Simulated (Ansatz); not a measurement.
# Meshes and cutoff for the phonons of CaO (Lime, Fm-3m), part 2 of 3

Aim: how dense must the meshes and how high the cutoff be for the phonons of CaO (Lime, Fm-3m)?

Ansatz 0.2.0; DFT PBE, scalar-relativistic, plane waves, PAW.

So far, highest frequency on the path or at a solved wavevector (cm⁻¹): step 3 (response at finite wavevector) 537; step 4 (q mesh 2×2×2) 537. The relaxed cell has a = 4.831 Å (conventional setting).

**7. Side by side**

Times are for 4 threads of Arm Neoverse V1, shared host. The runs compared:

| no. | q mesh | k-mesh | mean frequency (cm⁻¹) | zero-point energy per atom (meV) | lowest frequency on the path (cm⁻¹) | time | memory (GiB) |
| --- | --- | --- | --- | --- | --- | --- | --- |
| 1 | 2×2×2 | 8×8×8 | 276.9 | 51.5 | 0 | 6.3 s | 0.47 |
| 2 | 3×3×3 | 9×9×9 | 277.5 | 51.61 | 0 | 21 s | 0.61 |
| 3 | 6×6×6 | 12×12×12 | 277.7 | 51.64 | 0 | 5.4 min | 1.6 |

The phonon density of states has structure finer than the step of the table below, so its rows give means over 20 cm⁻¹, whole bins alone (the curve runs from 2.5 to 538 cm⁻¹). Peaks (cm⁻¹: height): 2×2×2, 8×8×8 172.5: 0.0286, 287.5: 0.112; 3×3×3, 9×9×9 192.5: 0.0282, 292.5: 0.0789; 6×6×6, 12×12×12 197.5: 0.0268, 292.5: 0.0890.

The runs together. Phonon density of states against wavenumber; means over each step; values in 1/cm⁻¹/cell:

| wavenumber (cm⁻¹) | 2×2×2, 8×8×8 | 3×3×3, 9×9×9 | 6×6×6, 12×12×12 |
| --- | --- | --- | --- |
| 20 | 5.1e-5 | 9.8e-5 | 7.1e-5 |
| 40 | 2.6e-4 | 4.2e-4 | 3.3e-4 |
| 60 | 6.4e-4 | 9.6e-4 | 8.0e-4 |
| 80 | 0.00126 | 0.00178 | 0.00155 |
| 100 | 0.00226 | 0.00296 | 0.00273 |
| 120 | 0.00402 | 0.00476 | 0.00465 |
| 140 | 0.00750 | 0.00782 | 0.00802 |
| 160 | 0.0175 | 0.0147 | 0.0161 |
| 180 | 0.0271 | 0.0257 | 0.0255 |
| 200 | 0.0212 | 0.0232 | 0.0227 |
| 220 | 0.0132 | 0.0140 | 0.0139 |
| 240 | 0.0114 | 0.0109 | 0.0109 |
| 260 | 0.0168 | 0.0179 | 0.0157 |
| 280 | 0.0618 | 0.0492 | 0.0536 |
| 300 | 0.0392 | 0.0490 | 0.0467 |
| 320 | 0.0144 | 0.0156 | 0.0153 |
| 340 | 0.0108 | 0.0104 | 0.0105 |
| 360 | 0.00478 | 0.00423 | 0.00339 |
| 380 | 0.00719 | 0.00610 | 0.00625 |
| 400 | 0.00659 | 0.00605 | 0.00650 |
| 420 | 0.00662 | 0.00656 | 0.00702 |
| 440 | 0.00691 | 0.00711 | 0.00764 |
| 460 | 0.00661 | 0.00742 | 0.00742 |
| 480 | 0.00501 | 0.00571 | 0.00542 |
| 500 | 0.00390 | 0.00433 | 0.00410 |
| 520 | 0.00258 | 0.00282 | 0.00276 |

The runs together, line C_V. C_V against temperature; values in J/mol-atom/K:

| temperature (K) | 2×2×2, 8×8×8 | 3×3×3, 9×9×9 | 6×6×6, 12×12×12 |
| --- | --- | --- | --- |
| 0 | 0 | 0 | 0 |
| 50 | 1.73 | 1.80 | 1.78 |
| 100 | 8.75 | 8.77 | 8.75 |
| 150 | 14.5 | 14.5 | 14.5 |
| 200 | 18.0 | 17.9 | 17.9 |
| 250 | 20.1 | 20.0 | 20.0 |
| 300 | 21.4 | 21.4 | 21.3 |
| 350 | 22.2 | 22.2 | 22.2 |
| 400 | 22.8 | 22.8 | 22.8 |
| 450 | 23.2 | 23.2 | 23.2 |
| 500 | 23.5 | 23.5 | 23.5 |
| 550 | 23.8 | 23.8 | 23.8 |
| 600 | 24.0 | 24.0 | 24.0 |
| 650 | 24.1 | 24.1 | 24.1 |
| 700 | 24.2 | 24.2 | 24.2 |
| 750 | 24.3 | 24.3 | 24.3 |
| 800 | 24.4 | 24.4 | 24.4 |
| 850 | 24.4 | 24.4 | 24.4 |
| 900 | 24.5 | 24.5 | 24.5 |
| 950 | 24.5 | 24.5 | 24.5 |
| 1000 | 24.6 | 24.6 | 24.6 |

**8. Another k mesh, k-mesh 2×2×2, q mesh 2×2×2**

The k mesh is changed to 2×2×2 on a small fixed q mesh, to find the coarsest that serves.

input.yaml reads:

```yaml
crystal:
  lattice:
    - [0.0, 2.4154724062, 2.4154724062]
    - [2.4154724062, 0.0, 2.4154724062]
    - [2.4154724062, 2.4154724062, 0.0]
  atoms:
    - { symbol: Ca, position: [0.0, 0.0, 0.0] }
    - { symbol: O, position: [0.5, 0.5, 0.5] }
kpoints:
  mp_grid: { grid: [2, 2, 2] }
hamiltonian:
  xc: pbe
scf:
  occupations: { method: fixed }
output:
  eigenvalues: true
phonons:
  method: dfpt
  dielectric: true
  rigid_motions: translations
  qmesh: [2, 2, 2]
  temperatures: { t_max: 1000, t_step: 50 }
  qpath:
    path:
      - [[0.0, 0.0, 0.0], [0.5, 0.0, 0.5], [0.625, 0.25, 0.625]]
      - [[0.375, 0.375, 0.75], [0.0, 0.0, 0.0], [0.5, 0.5, 0.5], [0.5, 0.25, 0.75], [0.5, 0.0, 0.5]]
    npoints: 10
```

On the command line:

```bash
$ ansatz run input.yaml --threads 4 --pin off --max-ram 7168MiB --backend cpu --events-out ev --progress --plain --runs-dir out
```

Numbers of over 12 decimals in the logs are rounded to 6 here.

The log of the run:

```text
[...]
Crystal: 2 atoms, lattice volume = 28.186 Å³
Basis set: ecut = 420 eV, 537 PW (Γ), exchange–correlation on 48×48×48 points (8 copies of the dense FFT grid, shifted against one another)
Bands: 12, of which v1, the nominal top of the filled ones, is band 8 counted from 1 (7 counted from 0)
Symmetry: 48 space group operations
k-points: 4 of 8 (irreducible under 8 space group operations)
[...]
SCF iter   1: F=—  HF=-2387.427498 eV  |F-HF|=—  |Δ(HF+E_count)|=         —  Δρ=1.48e-2  dr2=6.97e-2  ethr=1.77e-3  ⟨swp⟩=4.0  Hψ=264  notcnv=0  defer=4
[...]
SCF iter   8: F=-2387.412581 eV  HF=-2387.412581 eV  |F-HF|=4.55e-13  |Δ(HF+E_count)|=  4.05e-11  Δρ=8.38e-8  dr2=1.19e-12  ethr=1.00e-12  ⟨swp⟩=6.0  Hψ=218  notcnv=0
SCF 1 converged in 8 iterations: F = -2387.412581 eV  dr2 = 1.19e-12
[...]
DFPT response loops at Γ: preconditioner auto → none (the input reference at scf.mixing.eps_inf says where Resta's filter doesn't serve); β = 0.50; Broyden in place of MSR1
── the response to a field inside a basis, on 6×6×6 k-points: an SCF that follows is theirs, and a resumed run solves both again ──
Bands: 9, of which v1, the nominal top of the filled ones, is band 8 counted from 1 (7 counted from 0)
k-points: 28 of 216 (irreducible under 12 space group operations)
[...]
Eigensolver: Dense (28 Hₖ)
SCF iter   1: F=—  HF=-2387.742908 eV  |F-HF|=—  |Δ(HF+E_count)|=         —  Δρ=1.52e-2  dr2=7.56e-2  ethr=1.00e-1
[...]
SCF iter   5: F=-2387.726960 eV  HF=-2387.726960 eV  |F-HF|=1.76e-7  |Δ(HF+E_count)|=   2.64e-7  Δρ=2.85e-5  dr2=9.34e-8  ethr=1.01e-7
SCF 1 converged in 5 iterations: F = -2387.726960 eV  dr2 = 9.34e-8
[...]
WARN: field response: ε∞ stands inside a basis, on 6×6×6 points; the force constants stand on the 2×2×2 k-mesh, whose period is 8.36 times the interband length at k = (0.0000, 0.0000, 0.0000), direct gap 4.437 eV, under 14: take them and everything formed from them as unconverged, and compare with a denser kpoints.mp_grid
[...]
SCF converged after 8 iterations
Free energy (F): -2387.412581 eV
[...]
Internal energy: -2387.412581 eV  (E = F + TS)
E sigma→0 (E₀):  -2387.412581 eV
Fermi energy:    7.803647 eV
[...]
--- Band table (eV) ---
  k-point 0: bands = [... 4 lower, -7.6824, 7.8036, 7.8036, 7.8036, 12.2409, 13.6988, 13.6988, 13.6988]
  k-point 1: bands = [... 4 lower, -6.5880, 5.1203, 6.5902, 6.5902, 14.5961, 15.7752, 15.7752, 16.0005]
  k-point 2: bands = [... 4 lower, -7.4367, 6.4357, 7.4079, 7.4079, 11.1967, 15.4657, 16.2860, 16.8937]
  k-point 3: bands = [... 4 lower, -7.4367, 6.4357, 7.4079, 7.4079, 11.1967, 15.4657, 16.2860, 16.8937]
--- Phonons (Γ-DFPT): 2 representative perturbations + reference, on 4 of 8 k-points (Σ response iterations 8) ---
  k mesh reduced under 8 symmetry operations, with k and −k counted as one. Each operation leaves every solved perturbation unchanged. A smaller set is not considered because the run solves the response to a homogeneous field
  ASR residual: 4.783e-5 → 0.000e0 eV/Å²; symmetrization residual: 4.730e-7 eV/Å²
  ASR residual per site (eV/Å²): 2.10e-5 4.78e-5
  Γ frequencies (cm⁻¹): -178.62 -178.62 -178.62 0.00 0.00 0.00
  ε∞ (high-frequency dielectric tensor):
        3.787035    -0.000000     0.000000
       -0.000000     3.787035    -0.000000
        0.000000    -0.000000     3.787035
  softest optical mode at Γ: -178.62 cm⁻¹; the repairs (sum rule, projections) moved no ω² at Γ by more than (0.93 cm⁻¹)²
  Born effective charges Z* (e; rows j = field, columns β = displacement):
    site 0:
         2.35126   -0.00000    0.00000
        -0.00000    2.35126    0.00000
        -0.00000    0.00000    2.35126
    site 1:
        -2.35126    0.00000   -0.00000
         0.00000   -2.35126   -0.00000
         0.00000   -0.00000   -2.35126
  Z* charge neutrality: 1.318e-3 e pre-enforcement
  solved inside a basis spanned on kpoints, on 6×6×6 k-points, its susceptibility summed on 8×8×8: ε∞ is read to err by 9.3e-3, Z* by 5.1e-2 e (field_mesh: kpoints solves on kpoints); Z* is corrected for what the basis lacks
  optical modes at Γ without the LO–TO term, one row a degenerate level:
      ω (cm⁻¹)  modes    IR ((D/Å)²/amu)
       -178.62      3            33.4633
  optical modes at Γ + LO–TO along q̂ = [1.0000, 0.0000, 0.0000]:
      ω (cm⁻¹)  modes    IR ((D/Å)²/amu)
       -178.62      2            22.3089
        437.01      1            11.1544
  optical modes at Γ + LO–TO along q̂ = [0.0000, 1.0000, 0.0000]:
      ω (cm⁻¹)  modes    IR ((D/Å)²/amu)
       -178.62      2            22.3089
        437.01      1            11.1544
  optical modes at Γ + LO–TO along q̂ = [0.0000, 0.0000, 1.0000]:
      ω (cm⁻¹)  modes    IR ((D/Å)²/amu)
       -178.62      2            22.3089
        437.01      1            11.1544
--- Phonons (arbitrary-q DFPT): 3 irreducible q on the 2×2×2 mesh ---
[...]
interpolated dispersion: 63 rows × 6 modes
[...]
zero-point energy: 0.083599 eV/cell   skipped modes (ω ≤ 0): 88, of them read as no rigid motion or as one in doubt: 85 (1.673e-1 modes/cell left out, lowest -178.62 cm⁻¹)   left out of the sums: 2.79e-2 of the cell's modes: C_V's classical limit lies that fraction below 3 k_B per atom; for a crystal, a wire or a layer, F and S can be off by more, and a phonons.interpolated_qmesh denser along its periods is the remedy for the sampling
```

Wall time 5.3 s (4 threads of Arm Neoverse V1, shared host); peak memory 0.38 GiB.

The run finished; it serves as a test, and its numbers are not taken as the result.

**9. Another k mesh, k-mesh 4×4×4, q mesh 2×2×2**

The k mesh is changed to 4×4×4 on a small fixed q mesh, to find the coarsest that serves.

input.yaml, as its differences from that of step 8:

```diff
@@ -9,3 +9,3 @@
 kpoints:
-  mp_grid: { grid: [2, 2, 2] }
+  mp_grid: { grid: [4, 4, 4] }
 hamiltonian:
```

The log of the run:

```text
[...]
Crystal: 2 atoms, lattice volume = 28.186 Å³
Basis set: ecut = 420 eV, 537 PW (Γ), exchange–correlation on 48×48×48 points (8 copies of the dense FFT grid, shifted against one another)
Bands: 12, of which v1, the nominal top of the filled ones, is band 8 counted from 1 (7 counted from 0)
Symmetry: 48 space group operations
k-points: 13 of 64 (irreducible under 8 space group operations, time reversal used)
[...]
SCF iter   1: F=—  HF=-2387.718651 eV  |F-HF|=—  |Δ(HF+E_count)|=         —  Δρ=1.27e-3  dr2=4.13e-4  ethr=1.77e-3  ⟨swp⟩=4.5  Hψ=901  notcnv=0  defer=6
[...]
SCF iter  10: F=-2387.718526 eV  HF=-2387.718526 eV  |F-HF|=0.00e0  |Δ(HF+E_count)|=  2.11e-10  Δρ=7.20e-8  dr2=1.54e-12  ethr=1.00e-12  ⟨swp⟩=5.0  Hψ=919  notcnv=0
SCF 1 converged in 10 iterations: F = -2387.718526 eV  dr2 = 1.54e-12
[...]
Bands: 9, of which v1, the nominal top of the filled ones, is band 8 counted from 1 (7 counted from 0)
k-points: 28 of 216 (irreducible under 12 space group operations)
[...]
Eigensolver: Dense (28 Hₖ)
SCF iter   1: F=—  HF=-2387.724718 eV  |F-HF|=—  |Δ(HF+E_count)|=         —  Δρ=5.68e-4  dr2=4.31e-5  ethr=1.00e-1
[...]
SCF iter   5: F=-2387.724726 eV  HF=-2387.724726 eV  |F-HF|=4.44e-9  |Δ(HF+E_count)|=   2.98e-7  Δρ=1.83e-5  dr2=4.31e-8  ethr=5.58e-9
SCF 1 converged in 5 iterations: F = -2387.724726 eV  dr2 = 4.31e-8
[...]
SCF converged after 10 iterations
Free energy (F): -2387.718526 eV
[...]
Internal energy: -2387.718526 eV  (E = F + TS)
E sigma→0 (E₀):  -2387.718526 eV
Fermi energy:    7.534129 eV
[...]
--- Band table (eV; the first three rows and the last of 13) ---
  k-point 0: bands = [... 4 lower, -7.9533, 7.5341, 7.5341, 7.5341, 12.1368, 13.7257, 13.7257, 13.7257]
  k-point 1: bands = [... 4 lower, -7.3289, 6.0240, 6.8953, 6.8953, 13.7417, 14.2697, 14.6590, 14.6590]
  k-point 2: bands = [... 4 lower, -6.8306, 4.9418, 6.3706, 6.3706, 14.5144, 15.8012, 15.8012, 15.9189]
  k-point 12: bands = [... 4 lower, -7.3611, 6.2794, 6.4790, 6.4790, 13.8025, 13.8025, 15.8113, 16.9633]
[...]
ASR residual: 7.497e-5 → 0.000e0 eV/Å²; symmetrization residual: 2.856e-7 eV/Å²
  ASR residual per site (eV/Å²): 1.61e-5 7.50e-5
  Γ frequencies (cm⁻¹): 0.00 0.00 0.00 251.11 251.11 251.11
  ε∞ (high-frequency dielectric tensor):
        3.787011     0.000000     0.000000
        0.000000     3.787011     0.000000
        0.000000     0.000000     3.787011
  ε⁰ (static dielectric tensor: ions relaxed, cell fixed):
       17.174390     0.000000    -0.000000
        0.000000    17.174390    -0.000000
       -0.000000    -0.000000    17.174390
  ε⁰ − ε∞ (ionic part):
       13.387379     0.000000    -0.000000
        0.000000    13.387379    -0.000000
       -0.000000    -0.000000    13.387379
[...]
Born effective charges Z* (e; rows j = field, columns β = displacement):
    site 0:
         2.35144   -0.00000    0.00000
         0.00000    2.35144    0.00000
        -0.00000   -0.00000    2.35144
    site 1:
        -2.35144    0.00000   -0.00000
        -0.00000   -2.35144   -0.00000
         0.00000    0.00000   -2.35144
  Z* charge neutrality: 1.206e-3 e pre-enforcement
[...]
optical modes at Γ without the LO–TO term, one row a degenerate level:
      ω (cm⁻¹)  modes    IR ((D/Å)²/amu)
        251.11      3            33.4686
  optical modes at Γ + LO–TO along q̂ = [1.0000, 0.0000, 0.0000]:
      ω (cm⁻¹)  modes    IR ((D/Å)²/amu)
        251.11      2            22.3124
        534.77      1            11.1562
  optical modes at Γ + LO–TO along q̂ = [0.0000, 1.0000, 0.0000]:
      ω (cm⁻¹)  modes    IR ((D/Å)²/amu)
        251.11      2            22.3124
        534.77      1            11.1562
  optical modes at Γ + LO–TO along q̂ = [0.0000, 0.0000, 1.0000]:
      ω (cm⁻¹)  modes    IR ((D/Å)²/amu)
        251.11      2            22.3124
        534.77      1            11.1562
--- Phonons (arbitrary-q DFPT): 3 irreducible q on the 2×2×2 mesh ---
[...]
interpolated dispersion: 63 rows × 6 modes
[...]
```

Elapsed: 4.9 s, on 4 threads; peak memory 0.36 GiB.

The run finished; it serves as a test, and its numbers are not taken as the result.

**10. Another k mesh, k-mesh 6×6×6, q mesh 2×2×2**

The k mesh is changed to 6×6×6 on a small fixed q mesh, to find the coarsest that serves.

input.yaml, as its differences from that of step 9:

```diff
@@ -9,3 +9,3 @@
 kpoints:
-  mp_grid: { grid: [4, 4, 4] }
+  mp_grid: { grid: [6, 6, 6] }
 hamiltonian:
```

The log of the run:

```text
[...]
Crystal: 2 atoms, lattice volume = 28.186 Å³
Basis set: ecut = 420 eV, 537 PW (Γ), exchange–correlation on 48×48×48 points (8 copies of the dense FFT grid, shifted against one another)
Bands: 12, of which v1, the nominal top of the filled ones, is band 8 counted from 1 (7 counted from 0)
Symmetry: 48 space group operations
k-points: 30 of 216 (irreducible under 8 space group operations, time reversal used)
[...]
optical modes at Γ + LO–TO along q̂ = [0.0000, 1.0000, 0.0000]:
      ω (cm⁻¹)  modes    IR ((D/Å)²/amu)
        255.11      2            22.3122
        536.66      1            11.1561
  optical modes at Γ + LO–TO along q̂ = [0.0000, 0.0000, 1.0000]:
      ω (cm⁻¹)  modes    IR ((D/Å)²/amu)
        255.11      2            22.3122
        536.66      1            11.1561
--- Phonons (arbitrary-q DFPT): 3 irreducible q on the 2×2×2 mesh ---
[...]
interpolated dispersion: 63 rows × 6 modes
[...]
[key lines of the parts left out:]
SCF converged after 10 iterations
Free energy (F): -2387.722808 eV
Fermi energy:    7.527476 eV
```

Wall time 7 s (4 threads); peak memory 0.41 GiB.

A gap read on the k-mesh alone can miss the band edges.

The highest optical mode at the zone centre (no LO-TO term) is 255.1 cm⁻¹, -0.2 cm⁻¹ against the base run.

**11. Another k mesh, q mesh 2×2×2**

The k mesh is changed to 8×8×8 on a small fixed q mesh, to find the coarsest that serves.

input.yaml, as its differences from that of step 10:

```diff
@@ -9,3 +9,3 @@
 kpoints:
-  mp_grid: { grid: [6, 6, 6] }
+  mp_grid: { grid: [8, 8, 8] }
 hamiltonian:
```

The log of the run:

```text
[...]
Crystal: 2 atoms, lattice volume = 28.186 Å³
Basis set: ecut = 420 eV, 537 PW (Γ), exchange–correlation on 48×48×48 points (8 copies of the dense FFT grid, shifted against one another)
Bands: 12, of which v1, the nominal top of the filled ones, is band 8 counted from 1 (7 counted from 0)
Symmetry: 48 space group operations
k-points: 59 of 512 (irreducible under 8 space group operations, time reversal used)
[...]
optical modes at Γ + LO–TO along q̂ = [0.0000, 1.0000, 0.0000]:
      ω (cm⁻¹)  modes    IR ((D/Å)²/amu)
        255.28      2            22.3145
        536.76      1            11.1573
  optical modes at Γ + LO–TO along q̂ = [0.0000, 0.0000, 1.0000]:
      ω (cm⁻¹)  modes    IR ((D/Å)²/amu)
        255.28      2            22.3145
        536.76      1            11.1573
--- Phonons (arbitrary-q DFPT): 3 irreducible q on the 2×2×2 mesh ---
[...]
interpolated dispersion: 63 rows × 6 modes
[...]
[key lines of the parts left out:]
SCF converged after 10 iterations
Free energy (F): -2387.722746 eV
Fermi energy:    7.527118 eV
```

Run time: 11 s. Hardware: 4 threads; peak memory 0.49 GiB; 41 s of CPU time.

The highest optical mode at the zone centre (no LO-TO term) is 255.3 cm⁻¹, +0.0 cm⁻¹ against the base run.

**12. Another k mesh, k-mesh 12×12×12, q mesh 2×2×2**

The k mesh is changed to 12×12×12 on a small fixed q mesh, to find the coarsest that serves.

input.yaml, as its differences from that of step 11:

```diff
@@ -9,3 +9,3 @@
 kpoints:
-  mp_grid: { grid: [8, 8, 8] }
+  mp_grid: { grid: [12, 12, 12] }
 hamiltonian:
```

The log of the run:

```text
[...]
Crystal: 2 atoms, lattice volume = 28.186 Å³
Basis set: ecut = 420 eV, 537 PW (Γ), exchange–correlation on 48×48×48 points (8 copies of the dense FFT grid, shifted against one another)
Bands: 12, of which v1, the nominal top of the filled ones, is band 8 counted from 1 (7 counted from 0)
Symmetry: 48 space group operations
k-points: 163 of 1728 (irreducible under 8 space group operations, time reversal used)
[...]
optical modes at Γ + LO–TO along q̂ = [0.0000, 1.0000, 0.0000]:
      ω (cm⁻¹)  modes    IR ((D/Å)²/amu)
        255.30      2            22.3204
        536.84      1            11.1602
  optical modes at Γ + LO–TO along q̂ = [0.0000, 0.0000, 1.0000]:
      ω (cm⁻¹)  modes    IR ((D/Å)²/amu)
        255.30      2            22.3204
        536.84      1            11.1602
--- Phonons (arbitrary-q DFPT): 3 irreducible q on the 2×2×2 mesh ---
[...]
interpolated dispersion: 63 rows × 6 modes
[...]
[key lines of the parts left out:]
SCF converged after 10 iterations
Free energy (F): -2387.722848 eV
Fermi energy:    7.527126 eV
```

Elapsed: 19 s, on 4 threads; peak memory 0.7 GiB.

Frequencies (cm⁻¹) solved at each irreducible wavevector; negative means imaginary. Frequencies by wavevector, by row:

| q in reciprocal lattice units | star | mode 1 | mode 2 | mode 3 | mode 4 | mode 5 | mode 6 |
| --- | --- | --- | --- | --- | --- | --- | --- |
| 0 0 0 | 1 | 0 | 0 | 0 | 255.3 | 255.3 | 255.3 |
| 0 0 -0.5 | 4 | 168 | 168 | 291.5 | 291.5 | 362.3 | 459.6 |
| 0 -0.5 -0.5 | 3 | 197.5 | 197.5 | 277.7 | 283.4 | 283.4 | 382.8 |

The highest optical mode at the zone centre (no LO-TO term) is 255.3 cm⁻¹, +0.0 cm⁻¹ against the base run.

**13. Side by side**

Times are for 4 threads of Arm Neoverse V1, shared host. The runs compared:

| no. | k-mesh | lowest mode on the q mesh (acoustic modes at Γ apart) (cm⁻¹) | highest frequency on the path or at a solved wavevector (cm⁻¹) | time | memory (GiB) |
| --- | --- | --- | --- | --- | --- |
| 1 | 6×6×6 | 168.0 | 536.7 | 7 s | 0.41 |
| 2 | 8×8×8 | 168.0 | 536.8 | 11 s | 0.49 |
| 3 | 12×12×12 | 168.0 | 536.8 | 19 s | 0.70 |

The phonon density of states has structure finer than the step of the table below, so its rows give means over 20 cm⁻¹, whole bins alone (the curve runs from 2.5 to 538 cm⁻¹). Peaks (cm⁻¹: height): 6×6×6 172.5: 0.0286, 287.5: 0.111; 8×8×8 172.5: 0.0286, 287.5: 0.112; 12×12×12 172.5: 0.0286, 287.5: 0.112.

The runs together. Table of phonon density of states by wavenumber; means over each step; values in 1/cm⁻¹/cell:

| wavenumber (cm⁻¹) | 6×6×6 | 8×8×8 | 12×12×12 |
| --- | --- | --- | --- |
| 20 | 5.1e-5 | 5.1e-5 | 5.1e-5 |
| 40 | 2.5e-4 | 2.6e-4 | 2.6e-4 |
| 60 | 6.4e-4 | 6.4e-4 | 6.4e-4 |
| 80 | 0.00125 | 0.00126 | 0.00126 |
| 100 | 0.00226 | 0.00226 | 0.00226 |
| 120 | 0.00402 | 0.00402 | 0.00402 |
| 140 | 0.00750 | 0.00750 | 0.00750 |
| 160 | 0.0175 | 0.0175 | 0.0175 |
| 180 | 0.0271 | 0.0271 | 0.0272 |
| 200 | 0.0212 | 0.0212 | 0.0212 |
| 220 | 0.0132 | 0.0132 | 0.0132 |
| 240 | 0.0114 | 0.0114 | 0.0114 |
| 260 | 0.0169 | 0.0168 | 0.0168 |
| 280 | 0.0619 | 0.0618 | 0.0618 |
| 300 | 0.0390 | 0.0392 | 0.0392 |
| 320 | 0.0144 | 0.0144 | 0.0144 |
| 340 | 0.0108 | 0.0108 | 0.0108 |
| 360 | 0.00479 | 0.00478 | 0.00478 |
| 380 | 0.00719 | 0.00719 | 0.00719 |
| 400 | 0.00659 | 0.00659 | 0.00659 |
| 420 | 0.00662 | 0.00663 | 0.00662 |
| 440 | 0.00691 | 0.00691 | 0.00691 |
| 460 | 0.00661 | 0.00661 | 0.00661 |
| 480 | 0.00502 | 0.00501 | 0.00501 |
| 500 | 0.00390 | 0.00390 | 0.00390 |
| 520 | 0.00258 | 0.00258 | 0.00259 |

The runs together, line C_V. The C_V, 6×6×6 = 8×8×8 = 12×12×12 by temperature:

| temperature (K) | C_V, 6×6×6 = 8×8×8 = 12×12×12 (J/mol-atom/K) |
| --- | --- |
| 0 | 0 |
| 50 | 1.73 |
| 100 | 8.76 |
| 150 | 14.5 |
| 200 | 18.0 |
| 250 | 20.1 |
| 300 | 21.4 |
| 350 | 22.2 |
| 400 | 22.8 |
| 450 | 23.2 |
| 500 | 23.5 |
| 550 | 23.8 |
| 600 | 24.0 |
| 650 | 24.1 |
| 700 | 24.2 |
| 750 | 24.3 |
| 800 | 24.4 |
| 850 | 24.4 |
| 900 | 24.5 |
| 950 | 24.5 |
| 1000 | 24.6 |

(Part 2 of 3 ends here.)

[Logs are printed without paths, hosts, clocks, repeated set-up lines and the standing remarks that a program may print on its own settings, such as how far it seeks lower states.]

[Hosts, paths, dates, database ids (printed as entryN), source tags and the programs' standing remarks are cut or masked in the printed files.]
